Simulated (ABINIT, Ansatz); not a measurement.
# GaH3 (Pm-3m): zone-centre phonons, part 2 of 4

Aim: the zone-centre modes of GaH3 (Pm-3m).

ABINIT 10.8.3; DFT LDA, scalar-relativistic, plane waves, HGH norm-conserving pseudopotentials.

So far. Step 2 (Relaxation): The volume changes by -4.9 % from the cell with which this run began. The relaxed cell has a = 3.380 Å (conventional setting).

The structure was built from a prototype and need not be the compound's stable phase.

## (4) Linear response at Γ

At q = 0 one unit cell holds all displacements. The response is solved for single atoms along the cell's directions, and symmetry skips those that follow from others. The crystal is treated as a metal, which screens a static field, so no field response is asked.

dfpt_gamma.abi reads:

```

# common to the responses
getwfk_filepath "gso_WFK"
kptopt 2
nqpt 1
qpt 0.0 0.0 0.0
asr 0
chneut 0

# displacements
rfphon 1
rfatpol 1 4
rfdir 1 1 1
tolvrs 1.0d-10
prtwf 0

# basis, mesh and filling
ecut 35.0
ecutsm 0.5
ixc 7
ngkpt 12 12 12
nshiftk 1
shiftk 0.0 0.0 0.0
istwfk *1
occopt 7
tsmear 0.01
nband 8
nstep 100
diemac 1000000.0
prtebands 0
prtgsr 0

# cell and atoms
acell 6.386496003 6.386496003 6.386496003
rprim 
    1.0 0.0 0.0
    0.0 1.0 0.0
    0.0 0.0 1.0
ntypat 2
znucl 31 1
natom 4
typat 1 2 2 2
xred 
    0.0 0.0 0.0
    0.5 0.0 0.0
    0.0 0.5 0.0
    0.0 0.0 0.5
pp_dirpath "./pseudo"
pseudos "Ga.hgh, H.hgh"
```

Run with:

```sh
$ OMP_NUM_THREADS=1 mpirun -n 2 abinit dfpt_gamma.abi > dfpt_gamma.log
```

Numbers of over 12 decimals in the logs are rounded to 6 here.

dfpt_gamma.abo, the main output file:

```text
[banners, grids, parts of the stress and lines that vanish by symmetry left out]
- input  file    -> dfpt_gamma.abi
- output file    -> dfpt_gamma.abo
- root for input  files -> dfpt_gammai
- root for output files -> dfpt_gammao

 Symmetries : space group Pm -3 m (#221); Bravais cP (primitive cubic)
================================================================================
 Values of the parameters that define the memory need of the present run (RF).
     intxc =       0      iscf =       7    lmnmax =       6     lnmax =       6
     mgfft =      36  mpssoang =       3    mqgrid =    3001     natom =       4
  nloc_mem =       1    nspden =       1   nspinor =       1    nsppol =       1
      nsym =      48    n1xccc =       0    ntypat =       2    occopt =       7
   xclevel =       1
-    mband =           8        mffmem =           1         mkmem =         434
-   mkqmem =         434        mk1mem =         434           mpw =        2612
      nfft =       46656          nkpt =         868
- my_mband =           8
================================================================================
================================================================================

--------------------------------------------------------------------------------
------------- Echo of variables that govern the present computation ------------
--------------------------------------------------------------------------------
-
- outvars: echo of selected default values
-   iomode0 =  0 , fftalg0 =312 , wfoptalg0 =  0
-
- outvars: echo of global parameters not present in the input file
-  max_nthreads =    1
-
 -outvars: echo values of preprocessed input variables
 [... echo left out ...]
================================================================================

 chkinp: Checking input parameters for consistency.

[...]
== DATASET  1 ==================================================================
-   mpi_nproc: 2, omp_nthreads: 1 (-1 if OMP is not activated)

--- !DatasetInfo
iteration_state: {dtset: 1, }
dimensions: {natom: 4, nkpt: 868, mband: 8, nsppol: 1, nspinor: 1, nspden: 1, mpw: 2612, }
cutoff_energies: {ecut:  35.0, pawecutdg:  -1.0, }
electrons: {nelect:   6.00000000E+00, charge:   0.00000000E+00, occopt:   7.00000000E+00, tsmear:   1.00000000E-02, }
meta: {optdriver: 1, rfphon: 1, }
...

 mkfilename: getwfk from: gso_WFK

 Exchange-correlation functional for the present dataset will be:
  LDA: Perdew-Wang 92 LSD fit to Ceperley-Alder data - ixc=7
 Citation for XC functional:
  J.P.Perdew and Y.Wang, PRB 45, 13244 (1992)

 Real(R)+Recip(G) space primitive vectors, cartesian coordinates (Bohr,Bohr^-1):
 R(1)=  6.3864960  0.0000000  0.0000000  G(1)=  0.1565804  0.0000000  0.0000000
 R(2)=  0.0000000  6.3864960  0.0000000  G(2)=  0.0000000  0.1565804  0.0000000
 R(3)=  0.0000000  0.0000000  6.3864960  G(3)=  0.0000000  0.0000000  0.1565804
 Unit cell volume ucvol=  2.6048813E+02 bohr^3
 Angles (23,13,12)=  9.00000000E+01  9.00000000E+01  9.00000000E+01 degrees
 setup1 : take into account q-point for computing boxcut.

 getcut: wavevector=  0.0000  0.0000  0.0000  ngfft=  36  36  36
         ecut(hartree)=     35.000   => boxcut(ratio)=   2.11661

--- Pseudopotential description ------------------------------------------------
- pspini: atom type   1  psp file is ./pseudo/Ga.hgh

- pspini: atom type   2  psp file is ./pseudo/H.hgh

   3.54439632E+01                                ecore*ucvol(ha*bohr**3)
--------------------------------------------------------------------------------

 ==>  initialize data related to q vector <==

 The list of irreducible perturbations for this q vector is:
    1)    idir= 1    ipert=   1
    2)    idir= 1    ipert=   2
    3)    idir= 2    ipert=   2

[...]
The perturbation idir=   2  ipert=   1 is
 symmetric of a previously calculated perturbation.
 So, its SCF calculation is not needed.

 The perturbation idir=   3  ipert=   1 is
 symmetric of a previously calculated perturbation.
 So, its SCF calculation is not needed.

 The perturbation idir=   3  ipert=   2 is
 symmetric of a previously calculated perturbation.
 So, its SCF calculation is not needed.

 The perturbation idir=   1  ipert=   3 is
 symmetric of a previously calculated perturbation.
 So, its SCF calculation is not needed.

[...]
The perturbation idir=   2  ipert=   4 is
 symmetric of a previously calculated perturbation.
 So, its SCF calculation is not needed.

 The perturbation idir=   3  ipert=   4 is
 symmetric of a previously calculated perturbation.
 So, its SCF calculation is not needed.

--------------------------------------------------------------------------------
 Perturbation wavevector (in red.coord.)   0.000000  0.000000  0.000000
 Perturbation : displacement of atom   1   along direction   1
 Found     8 symmetries that leave the perturbation invariant.

[...]
dfpt_looppert : total number of electrons, from k and k+q
  fully or partially occupied states are    6.000000E+00 and    6.000000E+00.
 Initialisation of the first-order wave-functions :
  ireadwf=   0

--- !BeginCycle
iteration_state: {dtset: 1, }
solver: {iscf: 7, nstep: 100, nline: 4, wfoptalg: 0, }
tolerances: {tolvrs: 1.00E-10, }
...

     iter   2DEtotal(Ha)        deltaE(Ha) residm    vres2
-ETOT  1   4.585597     -2.782E+01 3.609E-01 1.116E+04
 ETOT  2   1.650350     -2.935E+00 2.457E-03 1.942E+02
 ETOT  3   1.620163     -3.019E-02 4.320E-05 9.711E+00
 ETOT  4   1.619057     -1.105E-03 6.218E-06 1.292E-01
 ETOT  5   1.619048     -8.886E-06 1.643E-07 3.298E-04
[...]
At SCF step    8       vres2   =  1.66E-11 < tolvrs=  1.00E-10 =>converged.
[...]
Mean square residual over all n,k,spin=   73.963E-17; max=  64.510E-16

 Thirteen components of 2nd-order total energy (hartree) are
 1,2,3: 0th-order hamiltonian combined with 1st-order wavefunctions
     kin0=   2.93810196E+01 eigvalue=   2.09081740E+00  local=  -1.40614408E+01
 4,5,6: 1st-order hamiltonian combined with 1st and 0th-order wfs
 loc psp =  -1.39767333E+01  Hartree=   5.58836064E+00     xc=  -3.10686341E+00
 note that "loc psp" includes a xc core correction that could be resolved
 7,8,9: eventually, occupation + non-local contributions
    edocc=   3.65681984E+00     enl0=   7.23418229E+00   enl1=  -4.75890578E+01
 1-9 gives the relaxation energy (to be shifted if some occ is /=2.0)
   erelax=  -3.07828955E+01
 10,11,12 Non-relaxation  contributions : frozen-wavefunctions and Ewald
 fr.local=  -3.04008637E+00 fr.nonlo=   2.95390888E+01  Ewald=   5.90294143E+00
 13,14 Frozen wf xc core corrections (1) and (2)
 frxc 1  =   0.00000000E+00  frxc 2 =   0.00000000E+00
 Resulting in :
 2DEtotal=    0.1619048410E+01 Ha. Also 2DEtotal=    0.440565516482E+02 eV
    (2DErelax=   -3.0782895474E+01 Ha. 2DEnonrelax=    3.2401943884E+01 Ha)
    (  non-var. 2DEtotal :    1.6190483579E+00 Ha)

[...]
Perturbation wavevector (in red.coord.)   0.000000  0.000000  0.000000
 Perturbation : displacement of atom   2   along direction   1
 Found     8 symmetries that leave the perturbation invariant.

[...]
dfpt_looppert : total number of electrons, from k and k+q
  fully or partially occupied states are    6.000000E+00 and    6.000000E+00.
 Initialisation of the first-order wave-functions :
  ireadwf=   0

--- !BeginCycle
iteration_state: {dtset: 1, }
solver: {iscf: 7, nstep: 100, nline: 4, wfoptalg: 0, }
tolerances: {tolvrs: 1.00E-10, }
...

     iter   2DEtotal(Ha)        deltaE(Ha) residm    vres2
-ETOT  1   8.608244     -4.575E+01 4.117E-01 1.487E+04
[...]
At SCF step    8       vres2   =  2.97E-11 < tolvrs=  1.00E-10 =>converged.
[...]
Mean square residual over all n,k,spin=   75.145E-17; max=  65.156E-16

 Thirteen components of 2nd-order total energy (hartree) are
 1,2,3: 0th-order hamiltonian combined with 1st-order wavefunctions
     kin0=   4.72805450E+01 eigvalue=   1.71343822E+00  local=  -1.20046095E+01
 4,5,6: 1st-order hamiltonian combined with 1st and 0th-order wfs
 loc psp =  -1.00980817E+02  Hartree=   1.26897996E+01     xc=  -6.75579746E+00
 note that "loc psp" includes a xc core correction that could be resolved
 7,8,9: eventually, occupation + non-local contributions
    edocc=   7.18356993E+00     enl0=   3.83462980E-01   enl1=   0.00000000E+00
 1-9 gives the relaxation energy (to be shifted if some occ is /=2.0)
   erelax=  -5.04904087E+01
 10,11,12 Non-relaxation  contributions : frozen-wavefunctions and Ewald
 fr.local=   3.55926549E+01 fr.nonlo=   0.00000000E+00  Ewald=   1.87673812E+01
 13,14 Frozen wf xc core corrections (1) and (2)
 frxc 1  =   0.00000000E+00  frxc 2 =   0.00000000E+00
 Resulting in :
 2DEtotal=    0.3869627350E+01 Ha. Also 2DEtotal=    0.105297924451E+03 eV
    (2DErelax=   -5.0490408701E+01 Ha. 2DEnonrelax=    5.4360036051E+01 Ha)
    (  non-var. 2DEtotal :    3.8696273727E+00 Ha)

[...]
Perturbation wavevector (in red.coord.)   0.000000  0.000000  0.000000
 Perturbation : displacement of atom   2   along direction   2
 Found     4 symmetries that leave the perturbation invariant.

--------------------------------------------------------------------------------

--------------------------------------------------------------------------------

 dfpt_looppert : total number of electrons, from k and k+q
  fully or partially occupied states are    6.000000E+00 and    6.000000E+00.
 Initialisation of the first-order wave-functions :
  ireadwf=   0

--- !BeginCycle
iteration_state: {dtset: 1, }
solver: {iscf: 7, nstep: 100, nline: 4, wfoptalg: 0, }
tolerances: {tolvrs: 1.00E-10, }
...

     iter   2DEtotal(Ha)        deltaE(Ha) residm    vres2
-ETOT  1   1.853837     -4.439E+01 5.364E-01 5.829E+03
[...]
ETOT  8  0.393568     -3.311E-12 9.798E-15 1.217E-10
 ETOT  9  0.393568      1.492E-13 1.797E-16 2.863E-12

 At SCF step    9       vres2   =  2.86E-12 < tolvrs=  1.00E-10 =>converged.
[...]
Mean square residual over all n,k,spin=   79.904E-19; max=  17.966E-17

 Thirteen components of 2nd-order total energy (hartree) are
 1,2,3: 0th-order hamiltonian combined with 1st-order wavefunctions
     kin0=   4.81099875E+01 eigvalue=   1.88802457E+00  local=  -1.13936216E+01
 4,5,6: 1st-order hamiltonian combined with 1st and 0th-order wfs
 loc psp =  -9.16981177E+01  Hartree=   8.72175506E+00     xc=  -5.47159491E+00
 note that "loc psp" includes a xc core correction that could be resolved
 7,8,9: eventually, occupation + non-local contributions
    edocc=   3.91196079E+00     enl0=   8.25474537E-02   enl1=   0.00000000E+00
 1-9 gives the relaxation energy (to be shifted if some occ is /=2.0)
   erelax=  -4.58490588E+01
 10,11,12 Non-relaxation  contributions : frozen-wavefunctions and Ewald
 fr.local=   5.07072000E+01 fr.nonlo=   0.00000000E+00  Ewald=  -4.46457273E+00
 13,14 Frozen wf xc core corrections (1) and (2)
 frxc 1  =   0.00000000E+00  frxc 2 =   0.00000000E+00
 Resulting in :
 2DEtotal=    0.3935683946E+00 Ha. Also 2DEtotal=    0.107095416001E+02 eV
    (2DErelax=   -4.5849058846E+01 Ha. 2DEnonrelax=    4.6242627241E+01 Ha)
    (  non-var. 2DEtotal :    3.9356840038E-01 Ha)

[...]
---- first-order wavefunction calculations are completed ----

 ==> Compute Derivative Database <==

 [... matrices left out ...]
  Phonon wavevector (reduced coordinates) :  0.00000  0.00000  0.00000
 Phonon energies in Hartree :
   2.808590E-07  2.808656E-07  2.808851E-07  1.242393E-03  1.242393E-03
   1.242393E-03  2.166319E-03  2.166319E-03  2.166319E-03  7.497655E-03
   7.497655E-03  7.497655E-03
 Phonon frequencies in cm-1    :
-  6.164143E-02  6.164287E-02  6.164714E-02  2.726737E+02  2.726737E+02
-  2.726737E+02  4.754520E+02  4.754520E+02  4.754520E+02  1.645545E+03
-  1.645545E+03  1.645545E+03

== END DATASET(S) ==============================================================
================================================================================

 -outvars: echo values of variables after computation
            acell      6.3864960030E+00  6.3864960030E+00  6.3864960030E+00 Bohr
           etotal      3.9356839461E-01
            fcart      0.0000000000E+00  0.0000000000E+00  0.0000000000E+00
           strten      0.0000000000E+00  0.0000000000E+00  0.0000000000E+00
================================================================================
```

Elapsed: 3.6 min, on 2 MPI ranks of Arm Neoverse N1, shared host.

Read from the output:

```yaml
largest_acoustic_frequency_at_the_zone_centre_before_the_sum_rule: 0.06 cm⁻¹
highest_optical_zone_centre_mode_no_lo_to_term: 1646 cm⁻¹
lowest_optical_zone_centre_mode: 272.7 cm⁻¹
```

The acoustic modes at Γ come out as far as 0.1 cm⁻¹ from zero, where they should vanish, a small numerical error.

(Continued in part 3 of 4.)

[Host names and launcher messages were left out of these logs when they were recorded.]

[Logs are printed without paths, hosts, clocks, repeated set-up lines and the standing remarks that a program may print on its own settings, such as how far it seeks lower states.]

[Hosts, paths, dates, database ids (printed as entryN), source tags and the programs' standing remarks are cut or masked in the printed files.]
